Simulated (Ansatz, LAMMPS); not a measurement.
# Site preference of a vacancy of P in glassy 83P2O5-17Al2O3 (mol %) (80 atoms), part 4 of 4

Aim: make a vacancy of P at several sites of glassy 83P2O5-17Al2O3 (mol %) (80 atoms), relax each, and compare their energies.

Ansatz 0.2.0; Kohn-Sham DFT, PBE, PAW (set soft_1), plane waves.

The cell: 20 P, 4 Al and 56 O. The quench rate of 6 K/ps far exceeds what a furnace or splat quench reaches. The network of bonds at the start is that of the classical potential that made the cell. The Brillouin zone is sampled at Γ only, in a cell whose shortest periodic width is 10 Å.

So far. Step 6 (Vacancy of P, site P14): The relaxation converged after 40 steps, 3.06 eV below its start, with a largest force component of 0.050 eV/Å.

## Step 7: Vacancy of P, site P5

The site has 4 bonded neighbours (O4) at 1.54 Å on average. 

File input.yaml:

```yaml
crystal:
  lattice:
    - [10.13788, 0.0, 0.0]
    - [0.0, 10.13788, 0.0]
    - [0.0, 0.0, 10.13788]
  atoms:
    [... atom lines 1 to 1 left out ...]
    - { symbol: P, position: [0.94584, 0.39535, 0.40477] }
    - { symbol: P, position: [0.82433, 0.61617, 0.71133] }
    - { symbol: P, position: [0.20348, 0.44837, 0.08157] }
    - { symbol: P, position: [0.53974, 0.24503, 0.00853] }
    - { symbol: P, position: [0.87677, 0.9874, 0.37042] }
    - { symbol: P, position: [0.32854, 0.66091, 0.62275] }
    - { symbol: P, position: [0.38472, 0.89796, 0.80506] }
    [... atom lines 9 to 79 left out ...]
magnetization:
  spin_polarized: true
kpoints:
  mp_grid: { grid: [1, 1, 1] }
hamiltonian:
  xc: pbe
  pseudopotentials: { kind: paw, azcp: { folder: soft_1 } }
scf:
  occupations: { method: fermi_dirac, width: 0.025 }
  lower_state_search: "off"
output:
  forces: true
  eigenvalues: true
relax:
  f_tol: 0.05
  max_steps: 90
```

Launch:

```sh
ansatz run input.yaml --threads 4 --pin off --max-ram 8192MiB --backend cpu --events-out ev --progress --plain --runs-dir out
```

Numbers of over 12 decimals in the logs are rounded to 6 here.

What it wrote:

```text
[...]
Crystal: 79 atoms, lattice volume = 1041.937 Å³
Basis set: ecut = 420 eV, 20341 PW (Γ), exchange–correlation on 144×144×144 points (8 copies of the dense FFT grid, shifted against one another)
Bands: 302, of which v1, the nominal top of the filled ones, is band 222 counted from 1 (221 counted from 0)
Symmetry: 1 space group operations
[...]
k-points: 1
[...]
Starting moments: Σ|m| = 2.4 μB on 4 of 79 sites
[...]
SCF iter   1: F=—  HF=-48336.051971 eV  |F-HF|=—  |Δ(HF+E_count)|=         —  Δρ=6.84e-2 (↑6.38e-2 ↓6.84e-2)  dr2=1.55e2  dr2_m=2.58e0  M=4.348 μB ∫|m|=4.411 μB  β_m=0.30  ethr=3.10e-3  ⟨swp⟩=8.5  Hψ=3180  notcnv=0  defer=48
[...]
spin=Collinear: Kerker preconditioning applied to the charge; magnetization (m = ρ↑ − ρ↓) channel mixes plain (no charge-response kernel on spin).
SCF iter   2: F=—  HF=-48307.853937 eV  |F-HF|=—  |Δ(HF+E_count)|=    2.82e1  Δρ=4.05e-2 (↑3.62e-2 ↓4.05e-2)  dr2=5.71e1  dr2_m=1.60e0  M=4.991 μB ∫|m|=5.020 μB  β_m=0.30  ethr=3.10e-3  ⟨swp⟩=3.0  Hψ=1130  notcnv=0  defer=148
[...]
SCF iter   4: F=—  HF=-48301.957634 eV  |F-HF|=—  |Δ(HF+E_count)|=    1.13e0  Δρ=4.70e-2 (↑3.78e-2 ↓4.70e-2)  dr2=1.07e2  dr2_m=1.34e0  M=1.000 μB ∫|m|=1.441 μB  β_m=0.30  ethr=3.10e-3  ⟨swp⟩=2.5  Hψ=1050  notcnv=0  defer=148
[...]
SCF iter  10: F=—  HF=-48296.348114 eV  |F-HF|=—  |Δ(HF+E_count)|=   1.37e-1  Δρ=1.02e-2 (↑4.29e-3 ↓1.02e-2)  dr2=2.84e0  dr2_m=1.42e-1  M=5.000 μB ∫|m|=5.115 μB  β_m=0.30  ethr=9.65e-4  ⟨swp⟩=1.0  Hψ=696  notcnv=0  defer=149
[...]
SCF iter  12: F=—  HF=-48296.179790 eV  |F-HF|=—  |Δ(HF+E_count)|=   3.88e-1  Δρ=6.94e-3 (↑3.16e-3 ↓6.94e-3)  dr2=1.25e0  dr2_m=7.71e-2  M=4.999 μB ∫|m|=5.120 μB  β_m=0.11  ethr=6.40e-4  ⟨swp⟩=2.5  Hψ=899  notcnv=0  defer=149
[...]
SCF iter  25: F=—  HF=-48296.156666 eV  |F-HF|=—  |Δ(HF+E_count)|=   2.66e-6  Δρ=7.77e-5 (↑8.88e-6 ↓7.77e-5)  dr2=8.53e-5  dr2_m=1.39e-5  M=5.000 μB ∫|m|=5.167 μB  β_m=0.34  ethr=3.19e-8  ⟨swp⟩=1.0  Hψ=455  notcnv=0  defer=149
SCF iter  26: F=-48296.156664 eV  HF=-48296.156665 eV  |F-HF|=6.81e-7  |Δ(HF+E_count)|=   8.10e-7  Δρ=1.22e-5 (↑4.79e-6 ↓1.22e-5)  dr2=1.74e-6  dr2_m=4.30e-7  M=5.000 μB ∫|m|=5.167 μB  ethr=1.41e-8  ⟨swp⟩=18.0  Hψ=3655  notcnv=0
SCF 1 converged in 26 iterations: F = -48296.156664 eV  dr2 = 1.74e-6
[...]
relax step   1: F+E_penalty+E_count = -48296.15666418 eV  Δ(F+E_penalty+E_count) = +0.000e0 eV  max|allowed force component| = 2.729e0 eV/Å  Δτ_max = 0.0000 Å  (26 SCF iters, dr2 threshold 6.25e-5 eV, accepted)
[... from here on, the SCF cycles and remarks between the steps are left out ...]
relax step   2: F+E_penalty+E_count = -48296.62433832 eV  Δ(F+E_penalty+E_count) = -4.677e-1 eV  max|allowed force component| = 2.695e0 eV/Å  Δτ_max = 0.1307 Å  (18 SCF iters, dr2 threshold 1.00e-4 eV, accepted)
relax step   3: F+E_penalty+E_count = -48297.28194647 eV  Δ(F+E_penalty+E_count) = -6.576e-1 eV  max|allowed force component| = 7.892e-1 eV/Å  Δτ_max = 0.1949 Å  (9 SCF iters, dr2 threshold 1.00e-4 eV, accepted)
relax step   4: F+E_penalty+E_count = -48297.50512643 eV  Δ(F+E_penalty+E_count) = -2.232e-1 eV  max|allowed force component| = 5.465e-1 eV/Å  Δτ_max = 0.1942 Å  (10 SCF iters, dr2 threshold 5.34e-5 eV, accepted)
relax step   5: F+E_penalty+E_count = -48297.60495507 eV  Δ(F+E_penalty+E_count) = -9.983e-2 eV  max|allowed force component| = 3.185e-1 eV/Å  Δτ_max = 0.0762 Å  (10 SCF iters, dr2 threshold 2.56e-5 eV, accepted)
relax step   6: F+E_penalty+E_count = -48297.64670416 eV  Δ(F+E_penalty+E_count) = -4.175e-2 eV  max|allowed force component| = 6.837e-1 eV/Å  Δτ_max = 0.2000 Å  (10 SCF iters, dr2 threshold 3.45e-5 eV, accepted)
relax step   7: F+E_penalty+E_count = -48297.71940223 eV  Δ(F+E_penalty+E_count) = -7.270e-2 eV  max|allowed force component| = 1.437e-1 eV/Å  Δτ_max = 0.1172 Å  (9 SCF iters, dr2 threshold 1.00e-4 eV, accepted)
relax step   8: F+E_penalty+E_count = -48297.71584298 eV  Δ(F+E_penalty+E_count) = +3.559e-3 eV  max|allowed force component| = 4.309e-1 eV/Å  Δτ_max = 0.2000 Å  (15 SCF iters, rejected (line search))
relax step   9: F+E_penalty+E_count = -48297.76373781 eV  Δ(F+E_penalty+E_count) = -4.434e-2 eV  max|allowed force component| = 1.183e-1 eV/Å  Δτ_max = 0.0958 Å  (14 SCF iters, accepted)
relax step  10: F+E_penalty+E_count = -48297.78605365 eV  Δ(F+E_penalty+E_count) = -2.232e-2 eV  max|allowed force component| = 1.338e-1 eV/Å  Δτ_max = 0.1000 Å  (15 SCF iters, accepted)
relax step  11: F+E_penalty+E_count = -48297.80167920 eV  Δ(F+E_penalty+E_count) = -1.563e-2 eV  max|allowed force component| = 4.851e-1 eV/Å  Δτ_max = 0.1450 Å  (12 SCF iters, dr2 threshold 1.21e-5 eV, accepted)
relax step  12: F+E_penalty+E_count = -48297.82375051 eV  Δ(F+E_penalty+E_count) = -2.207e-2 eV  max|allowed force component| = 1.264e-1 eV/Å  Δτ_max = 0.0289 Å  (8 SCF iters, dr2 threshold 1.00e-4 eV, accepted)
relax step  13: F+E_penalty+E_count = -48297.84550994 eV  Δ(F+E_penalty+E_count) = -2.176e-2 eV  max|allowed force component| = 2.384e-1 eV/Å  Δτ_max = 0.2000 Å  (15 SCF iters, accepted)
relax step  14: F+E_penalty+E_count = -48297.82243966 eV  Δ(F+E_penalty+E_count) = +2.307e-2 eV  max|allowed force component| = 3.248e-1 eV/Å  Δτ_max = 0.1970 Å  (12 SCF iters, dr2 threshold 3.86e-6 eV, rejected (line search))
relax step  15: F+E_penalty+E_count = -48297.84969973 eV  Δ(F+E_penalty+E_count) = -4.190e-3 eV  max|allowed force component| = 2.394e-1 eV/Å  Δτ_max = 0.0985 Å  (18 SCF iters, accepted)
relax step  16: F+E_penalty+E_count = -48297.86161828 eV  Δ(F+E_penalty+E_count) = -1.192e-2 eV  max|allowed force component| = 3.554e-1 eV/Å  Δτ_max = 0.0963 Å  (10 SCF iters, dr2 threshold 5.73e-5 eV, accepted)
relax step  17: F+E_penalty+E_count = -48297.85077345 eV  Δ(F+E_penalty+E_count) = +1.084e-2 eV  max|allowed force component| = 1.798e-1 eV/Å  Δτ_max = 0.1477 Å  (9 SCF iters, dr2 threshold 1.00e-4 eV, rejected (line search))
relax step  18: F+E_penalty+E_count = -48297.86548387 eV  Δ(F+E_penalty+E_count) = -3.866e-3 eV  max|allowed force component| = 2.471e-1 eV/Å  Δτ_max = 0.0739 Å  (15 SCF iters, accepted)
relax step  19: F+E_penalty+E_count = -48297.88214539 eV  Δ(F+E_penalty+E_count) = -1.666e-2 eV  max|allowed force component| = 7.210e-2 eV/Å  Δτ_max = 0.0370 Å  (8 SCF iters, dr2 threshold 2.95e-5 eV, accepted)
relax step  20: F+E_penalty+E_count = -48297.88407028 eV  Δ(F+E_penalty+E_count) = -1.925e-3 eV  max|allowed force component| = 2.553e-2 eV/Å  Δτ_max = 0.0296 Å  (13 SCF iters, accepted)
SCF converged after 13 iterations
Magnetization: 4.9990 μB (223.9995 up, 219.0005 down)
Absolute magnetization: 5.2008 μB (∫|ρ↑−ρ↓|, with the PAW one-centre terms)
[...]
Per-site moments (μB) at R_I (Å): [(0.00201696, 0.613555), (0.00286565, 0.624225), (-0.000131778, 0.605034), (-0.00471284, 0.633061), (-2.163530561943589e-5, 0.605554), [...]
Free energy (F): -48297.884070 eV
[...]
Internal energy: -48297.873096 eV  (E = F + TS)
E sigma→0 (E₀):  -48297.878583 eV
Entropy (-TS):   -0.010974 eV (-0.139 meV/atom)
Fermi energy:    2.719787 eV
[...]
Σ components = -48297.884070   (vs F -48297.884070, Δ=0.00e0)
--- Forces (eV/Å), atoms counted from 1 ---
  atom   1  P      0.01005037    -0.00608327    -0.01634236
  atom   2  P      0.00556573    -0.00462489    -0.01240567
  atom   3  P      0.02472369     0.00533359     0.00334318
  atom   4  P      0.00498324     0.00927425    -0.00755189
[...]
atom  79  O      0.01059832     0.00689751     0.00477853
  max |Σ_I F_I| component: 9.15e-5 eV/Å
--- Band table (eV) ---
[...]
--- Relaxed structure (20 steps of the walk, 17 accepted, 0 SCFs on fresh bases) ---
  F+E_penalty+E_count = -48297.88407028 eV   max|allowed force component| = 2.553e-2 eV/Å
  atoms:
    - { symbol: P, position: [0.884793, 0.791491, 0.965216] }
    - { symbol: P, position: [0.936292, 0.412836, 0.403793] }
    - { symbol: P, position: [0.817603, 0.606986, 0.734685] }
    - { symbol: P, position: [0.216718, 0.451041, 0.058564] }
[...]
- { symbol: O, position: [0.288175, 0.378665, 0.178013] }
```

Elapsed: 9.5 min, on 4 threads of Arm Neoverse V1, shared host; peak memory 1.8 GiB.

The relaxation converged after 20 steps, 1.73 eV below its start, with a largest force component of 0.026 eV/Å.

## Step 8: Vacancy of P, site P7

The site has 4 bonded neighbours (O4) at 1.56 Å on average. 

Input and log are left out; they have the form of those shown for this kind of step.

It took 13 min on 4 threads of Arm Neoverse V1, shared host; peak memory 1.8 GiB.

The relaxation was stopped at its limit after 28 steps, 2.21 eV below its start, with a largest force component of 0.062 eV/Å.

The surroundings of the place of the removed atom, after relaxation: 10 atoms, nearest first, with positions taken from that point. Atoms keep their numbers of the cell before the removal, where the removed atom was number 7.

| atom | x | y | z | distance (Å) | bonds |
| --- | --- | --- | --- | --- | --- |
| O37 | -0.37 | 0.74 | 1.30 | 1.55 | 1 |
| O40 | -0.34 | -1.65 | -0.41 | 1.73 | 1 |
| O70 | 2.06 | -0.45 | -0.10 | 2.12 | 1 |
| O56 | -1.02 | 0.56 | -1.88 | 2.22 | 1 |
| O73 | -0.20 | 2.74 | -0.78 | 2.86 | 2 |
| P12 | -0.79 | 1.99 | -2.06 | 2.97 | 4 |
| P13 | -0.90 | 0.97 | 2.71 | 3.02 | 4 |
| Al24 | -0.40 | -3.29 | 0.44 | 3.34 | 5 |
| Al22 | 3.17 | -0.05 | -1.52 | 3.52 | 5 |
| O79 | -0.35 | -0.19 | 3.51 | 3.53 | 1 |

The column of bonds counts only the pairs O-P within 2.11 Å, O-Al within 2.38 Å; other neighbours, such as metal atoms beside each other in a compound, aren't counted, and periodic images can show an atom twice.

The largest move is 0.96 Å, by O39.

## Step 9: The sites compared

All these cells hold the same atoms, so their energies can be compared with no chemical potential.

| site | neighbours | mean distance (Å) | atoms within 6 Å | energy over the best site (eV) | before relaxation (eV) | gain on relaxing (eV) | moment (μB) |
| --- | --- | --- | --- | --- | --- | --- | --- |
| P14 | O5 | 1.65 | 64 | 0.00 | 0.00 | 3.06 | 5.0 |
| P10 | O4 | 1.55 | 67 | 0.77 | 1.05 | 3.35 | 5.0 |
| P5 | O4 | 1.54 | 72 | 2.89 | 1.55 | 1.73 | 5.0 |
| P7 * | O4 | 1.56 | 65 | 3.13 | 2.27 | 2.21 | - |

* The relaxation didn't finish, so this cell's energy would fall further, and differences against it can move either way. Neighbours are those of the relaxed host within 2.11 Å (O-P); other pairs aren't counted.

## Step 10: What came out

The cheapest site is P14 (5 neighbours, O5); the dearest, P7 (4 neighbours, O4, relaxation unfinished), costs 3.1 eV more. By coordination the energies over the best site are 0.77 to 3.13 eV with 4 neighbours and 0.00 eV with 5 neighbours. At P14 (largest move 1.7 Å) other atoms changed place, so the end state is more than the plain defect. Relaxation gains 1.7 to 3.3 eV and leaves the best site the same.

**Limits.** Defects are neutral and interact with their images. The reference ran with fermi-dirac smearing of 0.05 eV, but 4 of the 4 defect cells with fermi-dirac smearing of 0.025 eV, spin polarised. In a disordered cell the relaxation can also rearrange atoms far from the site. In the spin-polarised runs the search for a state of lower energy was switched off. Only 4 of the 20 P sites were tried; unless symmetry makes the others alike to these, a cheaper one may exist. A local or semilocal functional tends to spread out the unpaired spin of such defects.

The DFT runs together took 53 min of wall time.

[Logs are printed without paths, hosts, clocks, repeated set-up lines and the standing remarks that a program may print on its own settings, such as how far it seeks lower states.]

[Hosts, paths, dates, database ids (printed as entryN), source tags and the programs' standing remarks are cut or masked in the printed files.]
